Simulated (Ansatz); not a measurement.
# BiTe (Fm-3m): Grüneisen parameters

Does BiTe (Fm-3m) expand much on heating, by its phonons?

Method: DFT PBEsol, scalar-relativistic, plane waves, PAW; PAW set soft_1, in Ansatz 0.2.0.

**1. Set-up**

Symmetry: Fm-3m, No. 225, cubic system. Conventional cell: a = 6.394 Å, b = 6.394 Å, c = 6.394 Å, α = 90.00°, β = 90.00°, γ = 90.00°. Nearest to Bi lie 6 Te at 3.20 Å. Te has 6 Bi at 3.20 Å nearest. Farther neighbours, and contacts between anions beyond the nearest, are not listed.

**2. The dispersion**

Stability and thermal properties need the whole zone. Linear response on a 4×4×4 q mesh gives force constants as far as a supercell of that size would.

input.yaml reads:

```yaml
crystal:
  lattice:
    - [0.0, 3.1971893407, 3.1971893407]
    - [3.1971893407, 0.0, 3.1971893407]
    - [3.1971893407, 3.1971893407, 0.0]
  atoms:
    - { symbol: Bi, position: [0.0, 0.0, 0.0] }
    - { symbol: Te, position: [0.5, 0.5, 0.5] }
kpoints:
  mp_grid: { grid: [12, 12, 12] }
hamiltonian:
  xc: pbesol
  pseudopotentials: { kind: paw, azcp: { folder: soft_1 }, xc_functional: pbe }
scf:
  occupations: { method: methfessel_paxton, width: 0.2 }
output:
  eigenvalues: true
phonons:
  method: dfpt
  qmesh: [4, 4, 4]
  temperatures: { t_max: 1000, t_step: 50 }
  qpath:
    path:
      - [[0.0, 0.0, 0.0], [0.5, 0.0, 0.5], [0.625, 0.25, 0.625]]
      - [[0.375, 0.375, 0.75], [0.0, 0.0, 0.0], [0.5, 0.5, 0.5], [0.5, 0.25, 0.75], [0.5, 0.0, 0.5]]
    npoints: 10
```

Run with:

```sh
ansatz run input.yaml --threads 4 --pin off --max-ram 10240MiB --backend cpu --events-out ev --progress --plain --runs-dir out
```

Standard output:

```text
Engine: ansatz 0.2.0, aarch64-unknown-linux-gnu
Pseudopotentials: kind: paw
Pseudopotential: Bi, paw, valence charge 15, recommended cutoff 420 eV (normal), soft_1/Bi.paw.azcp
Pseudopotential: Te, paw, valence charge 16, recommended cutoff 420 eV (normal), soft_1/Te.paw.azcp
Functional definition: PBEsol
  exchange = pbesol_x
  correlation = pbesol_c
Crystal: 2 atoms, lattice volume = 65.363 Å³
Basis set: ecut = 420 eV, 1243 PW (Γ), exchange–correlation on 64×64×64 points (8 copies of the dense FFT grid, shifted against one another)
Bands: 20, of which v1, the nominal top of the filled ones, is band 16 counted from 1 (15 counted from 0)
Symmetry: 48 space group operations
k-points: 72 of 1728
Non-local potential: Bi, projectors of the file, l = 0: 2, l = 1: 2, l = 2: 2, l = 3: 1
Non-local potential: Te, projectors of the file, l = 0: 2, l = 1: 2, l = 2: 2, l = 3: 1
PAW form: soft (Blöchl's): semilocal exchange-correlation on the pseudo side does not see the compensation charge
PAW frozen core: Bi, regenerated for the run's functional, and the local potential with it (the file was generated under x = pbe(κ = 0.804, μ = 0.219515), c = pbe(β = 0.066725))
PAW frozen core: Te, regenerated for the run's functional, and the local potential with it (the file was generated under x = pbe(κ = 0.804, μ = 0.219515), c = pbe(β = 0.066725))
PAW one-centre angular grid: Bi, 590 points (default); XC on 64 Gauss nodes
PAW one-centre angular grid: Te, 590 points (default); XC on 64 Gauss nodes
Initial density: superposition of atomic densities (chi_scale 0.1, normalization cell, long waves kept (reshape's long-wave potential 0.00 eV rms))
Initial wavefunctions: pseudopotential atomic-orbital guess
Functional: x = pbesol(κ = 0.804, μ = 0.123457), c = pbesol(β = 0.046)
SCF iter   1: F=—  HF=-19146.234622 eV  |F-HF|=—  |Δ(HF+E_count)|=         —  Δρ=9.38e-3  dr2=5.33e-2  ethr=3.10e-3  ⟨swp⟩=6.7  Hψ=7625  notcnv=0
preconditioner: auto → Kerker (q_TF=auto, 2.409 Å⁻¹)  [metal: Δε(μ)=0.054 eV  Ē_g=9.606 eV  σ=0.200 eV  W_gap=0.23  n_scr=14 (ndim 8)  ℏωp=15.2 eV  f_vac=0.000  D(μ)=1.21/eV (n_scr^D=8)]
SCF iter   2: F=—  HF=-19146.229247 eV  |F-HF|=—  |Δ(HF+E_count)|=   5.37e-3  S|Δr|=    0.00e0  Δρ=6.17e-3  dr2=2.43e-2  ethr=1.72e-4  ⟨swp⟩=1.1  Hψ=2047  notcnv=0
SCF iter   3: F=—  HF=-19146.226618 eV  |F-HF|=—  |Δ(HF+E_count)|=   2.63e-3  S|Δr|=    0.00e0  Δρ=7.64e-4  dr2=3.67e-4  ethr=7.83e-5  ⟨swp⟩=2.8  Hψ=2535  notcnv=0
SCF iter   4: F=—  HF=-19146.226710 eV  |F-HF|=—  |Δ(HF+E_count)|=   9.22e-5  S|Δr|=    0.00e0  Δρ=2.76e-4  dr2=6.84e-5  ethr=1.18e-6  ⟨swp⟩=2.0  Hψ=2013  notcnv=0
SCF iter   5: F=—  HF=-19146.226743 eV  |F-HF|=—  |Δ(HF+E_count)|=   3.34e-5  S|Δr|=    0.00e0  Δρ=1.27e-4  dr2=1.94e-5  ethr=2.21e-7  ⟨swp⟩=2.2  Hψ=2157  notcnv=0
SCF iter   6: F=—  HF=-19146.226753 eV  |F-HF|=—  |Δ(HF+E_count)|=   9.62e-6  S|Δr|=    0.00e0  Δρ=2.94e-5  dr2=8.55e-7  ethr=6.25e-8  ⟨swp⟩=2.0  Hψ=1757  notcnv=0
SCF iter   7: F=—  HF=-19146.226756 eV  |F-HF|=—  |Δ(HF+E_count)|=   2.95e-6  S|Δr|=    0.00e0  Δρ=5.35e-6  dr2=2.45e-8  ethr=2.76e-9  ⟨swp⟩=2.0  Hψ=1874  notcnv=0
SCF iter   8: F=—  HF=-19146.226756 eV  |F-HF|=—  |Δ(HF+E_count)|=   8.07e-9  S|Δr|=    0.00e0  Δρ=1.19e-6  dr2=8.23e-10  ethr=7.90e-11  ⟨swp⟩=2.0  Hψ=2174  notcnv=0
SCF iter   9: F=—  HF=-19146.226756 eV  |F-HF|=—  |Δ(HF+E_count)|=  2.55e-10  S|Δr|=    0.00e0  Δρ=2.50e-7  dr2=3.75e-11  ethr=2.65e-12  ⟨swp⟩=2.1  Hψ=2422  notcnv=0
SCF iter  10: F=-19146.226756 eV  HF=-19146.226756 eV  |F-HF|=3.64e-12  |Δ(HF+E_count)|=  1.82e-11  S|Δr|=    0.00e0  Δρ=6.05e-8  dr2=1.96e-12  ethr=1.00e-12  ⟨swp⟩=9.0  Hψ=8065  notcnv=0
SCF 1 converged in 10 iterations: F = -19146.226756 eV  dr2 = 1.96e-12
  greatest PAW one-centre occupation: 0.998 electrons in one spin orbital (limit 2), on the Te atom at site 1 (counted from 0), in its partial waves of l = 2
phonons: the bands overlap, so this run is a metal and interpolates without the dipole-dipole term. If the crystal is really an insulator or semiconductor, its LO-TO splitting is missing
NSCF: frozen V_eff on 72 k-points
WARN: eigensolver did not converge in 20 slots of this pass, the one above among them; of largest residual over every band (k=42): 1 band(s) unlocked (lowest unlocked band 19, counted from 0; max residual 2.88e-4 eV among the unlocked bands, 2.88e-4 eV over every band); of lowest unlocked band (k=11): band 19
NSCF: frozen V_eff on 163 k-points
DFPT response loops at q = (0, 0, 0) (fractional): preconditioner auto → Kerker (q_TF=auto, 2.409 Å⁻¹) (partly filled bands, converged f_vac=0.005); β = 1.00, the filter's whole step (`scf.mixing.beta` (0.50) is not read by the response loops under this deck's `scf.mixing.preconditioner`; to damp them name `kerker` or `kerker_dos`, under which they read `scf.mixing.beta`, and type it under 1.00, their step now; both keys bind the ground state too); Broyden in place of MSR1
NSCF: frozen V_eff on 1872 k-points
DFPT response loops at q = (0, 0, 0.25) (fractional): mixed as the last ones told, above
NSCF: frozen V_eff on 952 k-points
DFPT response loops at q = (0, 0, -0.5) (fractional): mixed as the last ones told, above
NSCF: frozen V_eff on 1020 k-points
DFPT response loops at q = (0, 0.25, 0.25) (fractional): mixed as the last ones told, above
NSCF: frozen V_eff on 3456 k-points
DFPT response loops at q = (0, 0.25, -0.5) (fractional): mixed as the last ones told, above
NSCF: frozen V_eff on 1872 k-points
DFPT response loops at q = (0, 0.25, -0.25) (fractional): mixed as the last ones told, above
NSCF: frozen V_eff on 560 k-points
DFPT response loops at q = (0, -0.5, -0.5) (fractional): mixed as the last ones told, above
NSCF: frozen V_eff on 1020 k-points
DFPT response loops at q = (0.25, -0.5, -0.25) (fractional): mixed as the last ones told, above
SCF converged after 10 iterations
Stability not checked: this state was not tested for a lower state beside it, because cold or Methfessel-Paxton smearing, or corrected tetrahedra, fill the levels in a way that the test cannot read (fill_not_monotonic; see scf.lower_state_search)
Free energy (F): -19146.226756 eV
Harris-Foulkes:  -19146.226756 eV  (|F-HF|=3.64e-12)
Internal energy: -19146.229288 eV  (E = F + TS)
E sigma→0 (E₀):  -19146.227389 eV
Entropy (-TS):   0.002532 eV (1.266 meV/atom)
Fermi energy:    10.194783 eV
--- Per-component energies (eV) ---
  E_band       = -352.331090
  E_kinetic    = 425.947242
  E_local      = -2875.880009  (includes V_loc(G=0)·N_el)
  E_nonlocal   = 478.068383
  E_hartree    = 1270.765282
  E_xc         = -272.678227
  E_vxc        = -233.666036  (∫ρ·V_xc dr)
  E_paw        = -15100.854891  (= ΣΔE_a)
  E_vpaw       = -688.331480  (= ΣTr[D̂ρ^β])
  E_aug_tail   = 0.000293  (compensation charges beyond the density's cutoff)
  E_ewald      = -3072.061967
  E_core_change = 0.464606  (= ΣΔE_core)
  E_smearing   = 0.002532  (= −TS)
  E_closure    = -0.000000  (closes the sum)
  Σ components = -19146.226756   (vs F -19146.226756, Δ=0.00e0)
--- Band table (eV; the first three rows and the last of 72) ---
  k-point 0: bands = [... 12 lower, 7.5859, 7.5859, 7.5859, 12.4397, 12.4397, 12.4397, 14.8173, 14.8173]
  k-point 1: bands = [... 12 lower, 7.6062, 7.6062, 7.6623, 12.1082, 12.1694, 12.1694, 14.6887, 14.9480]
  k-point 2: bands = [... 12 lower, 7.6701, 7.6701, 7.8472, 11.4135, 11.5556, 11.5556, 14.6470, 15.3259]
  k-point 71: bands = [... 12 lower, 5.0195, 5.0195, 8.6187, 9.9460, 14.2509, 14.2509, 15.3793, 15.3793]
--- Phonons (Γ-DFPT): 2 representative perturbations + reference (Σ response iterations 6) ---
  ASR residual: 5.818e-5 → 0.000e0 eV/Å²; symmetrization residual: 2.923e-5 eV/Å²
  ASR residual per site (eV/Å²): 9.59e-6 5.82e-5
  Γ frequencies (cm⁻¹): 0.00 0.00 0.00 98.53 98.53 98.53
--- Phonons (arbitrary-q DFPT): 8 irreducible q on the 4×4×4 mesh ---
  q = [0.0000, 0.0000, 0.0000] (star 1, of the zone-centre solve; hermiticity 2.07e-5, symmetrization 3.83e-12): -0.00 -0.00 -0.00 98.53 98.53 98.53
  q = [0.0000, 0.0000, 0.2500] (star 8, 2 solved perturbations on 936 of 1728 k-point pairs; hermiticity 5.37e-5, symmetrization 1.11e-11): 42.84 42.84 53.51 73.79 73.79 103.98
  q = [0.0000, 0.0000, -0.5000] (star 4, 2 solved perturbations on 476 of 1728 k-point pairs; hermiticity 1.02e-9, symmetrization 7.58e-10): 66.44 66.44 88.98 93.57 93.57 111.40
  q = [0.0000, 0.2500, 0.2500] (star 6, 4 solved perturbations in 1608 linear systems a pass and spin channel, the states on 510 of 1728 k-point pairs; hermiticity 4.18e-5, symmetrization 7.99e-13): 11.19 11.19 73.22 89.11 89.11 99.85
  q = [0.0000, 0.2500, -0.5000] (star 24, 4 solved perturbations in 5328 linear systems a pass and spin channel, the states on 1728 of 1728 k-point pairs; hermiticity 4.30e-5, symmetrization 2.08e-9): 48.72 51.37 59.77 77.73 81.22 94.73
  q = [0.0000, 0.2500, -0.2500] (star 12, 4 solved perturbations in 2892 linear systems a pass and spin channel, the states on 936 of 1728 k-point pairs; hermiticity 5.68e-5, symmetrization 3.26e-12): 12.07 65.48 72.36 81.84 91.50 103.67
  q = [0.0000, -0.5000, -0.5000] (star 3, 4 solved perturbations in 886 linear systems a pass and spin channel, the states on 280 of 1728 k-point pairs; hermiticity 3.14e-5, symmetrization 3.95e-10): -22.87 -22.87 31.31 65.57 65.57 72.17
  q = [0.2500, -0.5000, -0.2500] (star 6, 4 solved perturbations in 1544 linear systems a pass and spin channel, the states on 510 of 1728 k-point pairs; hermiticity 1.25e-5, symmetrization 4.84e-10): 25.80 25.80 71.80 71.80 75.41 96.37
  sum rule: each row above includes the acoustic sum rule's correction from the zone centre's row sums; it moved no ω² by more than (0.35 cm⁻¹)²
  mesh force constants: q→R imaginary residual 2.85e-18; ASR residual 5.818e-5 → 0.000e0 eV/Å²; symmetrization residual 2.220e-15 eV/Å²
  interpolated dispersion: 62 rows × 6 modes
  density of states and harmonic sums: on the 20×20×20 q-mesh, interpolated from the force constants of a 4×4×4 supercell (no non-analytic term)
  largest difference from the sums on the solved wave vectors: F 6.12e-4 eV, S 2.79e-6 and C_V 1.72e-6 eV/K
  zero-point energy: 0.024956 eV/cell   skipped modes (ω ≤ 0): 52, of them read as no rigid motion or as one in doubt: 49 (1.208e-1 modes/cell left out, lowest -22.87 cm⁻¹)   left out of the sums: 2.02e-2 of the cell's modes: C_V's classical limit lies that fraction below 3 k_B per atom; for a crystal, a wire or a layer, F and S can be off by more, and a phonons.interpolated_qmesh denser along its periods is the remedy for the sampling
```

Wall time 8.1 min (4 threads of Arm Neoverse V1, shared host); peak memory 4.8 GiB; 32 min of CPU time.

In the SCF lines HF is the Harris–Foulkes energy and dr2 the Hartree energy of the density residual, in eV; the loop may stop once dr2 is under the threshold and the program's other checks hold. Hψ counts applications of the Hamiltonian.

Numbers from this step:

```yaml
volume_per_atom: 32.68 Å³
gap_on_the_k_mesh: 0 eV
sum_rule_residual_before_enforcement: 5.82e-5 eV/Å²
lowest_frequency_on_the_path: -22.87 cm⁻¹
point_group: m-3m
highest_frequency_on_path_mesh_or_solved_points: 111.4 cm⁻¹
highest_optical_mode_at_the_zone_centre_no_lo_to_term: 98.53 cm⁻¹
lowest_optical_zone_centre_mode: 98.53 cm⁻¹
lowest_mode_on_the_q_mesh_acoustic_modes_at_gamma_apart: -22.87 cm⁻¹
```

Frequencies (cm⁻¹) solved at each irreducible wavevector; negative means imaginary. Frequencies by wavevector, by row:

```
q in reciprocal lattice units  star  mode 1  mode 2  mode 3  mode 4  mode 5  mode 6
                        0 0 0     1       0       0       0    98.5    98.5    98.5
                     0 0 0.25     8    42.8    42.8    53.5    73.8    73.8     104
                     0 0 -0.5     4    66.4    66.4      89    93.6    93.6   111.4
                  0 0.25 0.25     6    11.2    11.2    73.2    89.1    89.1    99.8
                  0 0.25 -0.5    24    48.7    51.4    59.8    77.7    81.2    94.7
                 0 0.25 -0.25    12    12.1    65.5    72.4    81.8    91.5   103.7
                  0 -0.5 -0.5     3   -22.9   -22.9    31.3    65.6    65.6    72.2
              0.25 -0.5 -0.25     6    25.8    25.8    71.8    71.8    75.4    96.4
```

Symmetry leaves 8 wavevectors to solve. The lowest mode among them, the acoustic zeros apart, lies at q = (0, -0.5, -0.5) and is imaginary, 22.9i cm⁻¹, so the energy falls along it.

**3. Relaxing at another volume, volume ratio 0.97**

The volume is scaled by 0.97 and held; symmetry leaves nothing to relax, so this is a single point. The modes can then be followed against volume.

input.yaml, the sections that differ from step 2:

```yaml
crystal:
  lattice:
    - [0.0, 3.1648922907, 3.1648922907]
    - [3.1648922907, 0.0, 3.1648922907]
    - [3.1648922907, 3.1648922907, 0.0]
  atoms:
    - { symbol: Bi, position: [0.0, 0.0, 0.0] }
    - { symbol: Te, position: [0.5, 0.5, 0.5] }
output:
  forces: true
  stress: true
  eigenvalues: true
# kpoints, hamiltonian, scf: as in step 2
# phonons: removed
```

Standard output:

```text
[...]
Crystal: 2 atoms, lattice volume = 63.403 Å³
Basis set: ecut = 420 eV, 1243 PW (Γ), exchange–correlation on 60×60×60 points (8 copies of the dense FFT grid, shifted against one another)
Bands: 20, of which v1, the nominal top of the filled ones, is band 16 counted from 1 (15 counted from 0)
Symmetry: 48 space group operations
[...]
k-points: 72 of 1728
[...]
--- Band table (eV; the first three rows and the last of 72) ---
  k-point 0: bands = [... 12 lower, 7.9889, 7.9889, 7.9889, 12.9913, 12.9913, 12.9913, 15.2572, 15.2572]
  k-point 1: bands = [... 12 lower, 8.0096, 8.0096, 8.0786, 12.6504, 12.7064, 12.7064, 15.1203, 15.3914]
  k-point 2: bands = [... 12 lower, 8.0749, 8.0749, 8.2910, 11.9384, 12.0655, 12.0655, 15.0797, 15.7781]
  k-point 71: bands = [... 12 lower, 5.3158, 5.3158, 9.0850, 10.4301, 14.8117, 14.8117, 15.9366, 15.9366]
[key lines of the parts left out:]
SCF converged after 7 iterations
Free energy (F): -19146.216181 eV
Fermi energy:    10.682883 eV
P = ⅓ Tr σ = 1.7718 GPa (17.718 kbar)
```

Run time: 1.5 s. Hardware: 4 threads; peak memory 0.39 GiB.

This step gave:

```
pressure        : 1.772 GPa
volume per atom : 31.70 Å³
```

The run ends at a pressure of 1.77 GPa.

**4. Phonons at the other volume, volume ratio 0.97**

The phonons are repeated at this volume on the same meshes, so that differences come from the volume alone.

Edit input.yaml of step 3 so:

```diff
@@ -16,4 +16,11 @@
 output:
-  forces: true
-  stress: true
   eigenvalues: true
+phonons:
+  method: dfpt
+  qmesh: [4, 4, 4]
+  temperatures: { t_max: 1000, t_step: 50 }
+  qpath:
+    path:
+      - [[0.0, 0.0, 0.0], [0.5, 0.0, 0.5], [0.625, 0.25, 0.625]]
+      - [[0.375, 0.375, 0.75], [0.0, 0.0, 0.0], [0.5, 0.5, 0.5], [0.5, 0.25, 0.75], [0.5, 0.0, 0.5]]
+    npoints: 10
```

Standard output:

```text
[...]
Crystal: 2 atoms, lattice volume = 63.403 Å³
Basis set: ecut = 420 eV, 1243 PW (Γ), exchange–correlation on 60×60×60 points (8 copies of the dense FFT grid, shifted against one another)
Bands: 20, of which v1, the nominal top of the filled ones, is band 16 counted from 1 (15 counted from 0)
Symmetry: 48 space group operations
k-points: 72 of 1728
[...]
SCF iter   1: F=—  HF=-19146.223010 eV  |F-HF|=—  |Δ(HF+E_count)|=         —  Δρ=9.44e-3  dr2=4.94e-2  ethr=3.10e-3  ⟨swp⟩=6.7  Hψ=7645  notcnv=0
[...]
SCF iter  10: F=-19146.216181 eV  HF=-19146.216181 eV  |F-HF|=3.64e-12  |Δ(HF+E_count)|=  3.64e-12  S|Δr|=    0.00e0  Δρ=5.52e-8  dr2=1.65e-12  ethr=1.00e-12  ⟨swp⟩=9.2  Hψ=8144  notcnv=0
SCF 1 converged in 10 iterations: F = -19146.216181 eV  dr2 = 1.65e-12
[...]
NSCF: frozen V_eff on 72 k-points
[...]
SCF converged after 10 iterations
[...]
Free energy (F): -19146.216181 eV
[...]
Internal energy: -19146.218954 eV  (E = F + TS)
E sigma→0 (E₀):  -19146.216874 eV
Entropy (-TS):   0.002774 eV (1.387 meV/atom)
Fermi energy:    10.682969 eV
[...]
--- Band table (eV; the first three rows and the last of 72) ---
  k-point 0: bands = [... 12 lower, 7.9891, 7.9891, 7.9891, 12.9914, 12.9914, 12.9914, 15.2572, 15.2572]
  k-point 1: bands = [... 12 lower, 8.0097, 8.0097, 8.0787, 12.6505, 12.7065, 12.7065, 15.1203, 15.3914]
  k-point 2: bands = [... 12 lower, 8.0751, 8.0751, 8.2911, 11.9385, 12.0655, 12.0655, 15.0798, 15.7782]
  k-point 71: bands = [... 12 lower, 5.3159, 5.3159, 9.0851, 10.4301, 14.8118, 14.8118, 15.9367, 15.9367]
[...]
ASR residual: 1.461e-5 → 0.000e0 eV/Å²; symmetrization residual: 1.963e-5 eV/Å²
  ASR residual per site (eV/Å²): 1.46e-5 9.20e-6
  Γ frequencies (cm⁻¹): 0.00 0.00 0.00 107.86 107.86 107.86
--- Phonons (arbitrary-q DFPT): 8 irreducible q on the 4×4×4 mesh ---
[...]
interpolated dispersion: 62 rows × 6 modes
[...]
```

Wall time 7.6 min (4 threads); peak memory 4.7 GiB.

Numbers from this step:

| Item | Value |
| --- | --- |
| sum-rule residual before enforcement | 1.46e-5 eV/Å² |
| lowest frequency on the path | -20.97 cm⁻¹ |
| highest frequency on path, mesh or solved points | 117.3 cm⁻¹ |
| highest optical mode at the zone centre (no LO-TO term) | 107.9 cm⁻¹ |
| lowest optical zone-centre mode | 107.9 cm⁻¹ |
| lowest mode on the q mesh (acoustic modes at Γ apart) | -20.97 cm⁻¹ |

Frequencies (cm⁻¹) solved at each irreducible wavevector; negative means imaginary. Frequencies by wavevector, by row:

```
q in reciprocal lattice units  star  mode 1  mode 2  mode 3  mode 4  mode 5  mode 6
                        0 0 0     1       0       0       0   107.9   107.9   107.9
                     0 0 0.25     8    45.2    45.2      56    83.1    83.1   112.1
                     0 0 -0.5     4    70.7    70.7      93    99.1    99.1   117.3
                  0 0.25 0.25     6     6.8     6.8    78.1    98.9    98.9   105.2
                  0 0.25 -0.5    24    50.7    53.7    60.9    87.1    90.7     103
                 0 0.25 -0.25    12     9.4      70    84.6    86.3    96.9   109.6
                  0 -0.5 -0.5     3     -21     -21    29.3    77.8    77.8      85
              0.25 -0.5 -0.25     6    23.8    23.8    79.7      84      84     102
```

The highest optical mode at the zone centre (no LO-TO term) is 107.9 cm⁻¹, +9.3 cm⁻¹ against the base run.

**5. Relaxing at another volume, volume ratio 1.03**

The volume is scaled by 1.03 and held; symmetry leaves nothing to relax, so this is a single point. The modes can then be followed against volume.

input.yaml, the sections that differ from step 4:

```yaml
crystal:
  lattice:
    - [0.0, 3.2288467395, 3.2288467395]
    - [3.2288467395, 0.0, 3.2288467395]
    - [3.2288467395, 3.2288467395, 0.0]
  atoms:
    - { symbol: Bi, position: [0.0, 0.0, 0.0] }
    - { symbol: Te, position: [0.5, 0.5, 0.5] }
output:
  forces: true
  stress: true
  eigenvalues: true
# kpoints, hamiltonian, scf: as in step 4
# phonons: removed
```

Standard output:

```text
[...]
Crystal: 2 atoms, lattice volume = 67.324 Å³
Basis set: ecut = 420 eV, 1363 PW (Γ), exchange–correlation on 64×64×64 points (8 copies of the dense FFT grid, shifted against one another)
Bands: 20, of which v1, the nominal top of the filled ones, is band 16 counted from 1 (15 counted from 0)
Symmetry: 48 space group operations
[...]
k-points: 72 of 1728
[...]
--- Band table (eV; the first three rows and the last of 72) ---
  k-point 0: bands = [... 12 lower, 7.2062, 7.2062, 7.2062, 11.9172, 11.9172, 11.9172, 14.4028, 14.4028]
  k-point 1: bands = [... 12 lower, 7.2261, 7.2261, 7.2716, 11.5948, 11.6607, 11.6607, 14.2815, 14.5302]
  k-point 2: bands = [... 12 lower, 7.2888, 7.2888, 7.4328, 10.9169, 11.0728, 11.0728, 14.2386, 14.8997]
  k-point 71: bands = [... 12 lower, 4.7402, 4.7402, 8.1813, 9.4897, 13.6994, 13.6994, 14.8754, 14.8754]
[key lines of the parts left out:]
SCF converged after 7 iterations
Free energy (F): -19146.217461 eV
Fermi energy:    9.734568 eV
P = ⅓ Tr σ = -1.4835 GPa (-14.835 kbar)
```

The job ended after 1.5 s (4 threads; peak memory 0.4 GiB; 5.4 s of CPU time).

Numbers from this step:

```
pressure        : -1.484 GPa
volume per atom : 33.66 Å³
```

The run ends at a pressure of -1.48 GPa.

(Part 1 of 2 ends here.)

[Long decimals in the printed logs are rounded to 6 places.]

[Logs are printed without paths, hosts, clocks, repeated set-up lines and the standing remarks that a program may print on its own settings, such as how far it seeks lower states.]

[Hosts, paths, dates, database ids (printed as entryN), source tags and the programs' standing remarks are cut or masked in the printed files.]

[Where the starting crystal was built by hand or by swapping elements, it need not be the compound's stable phase.]
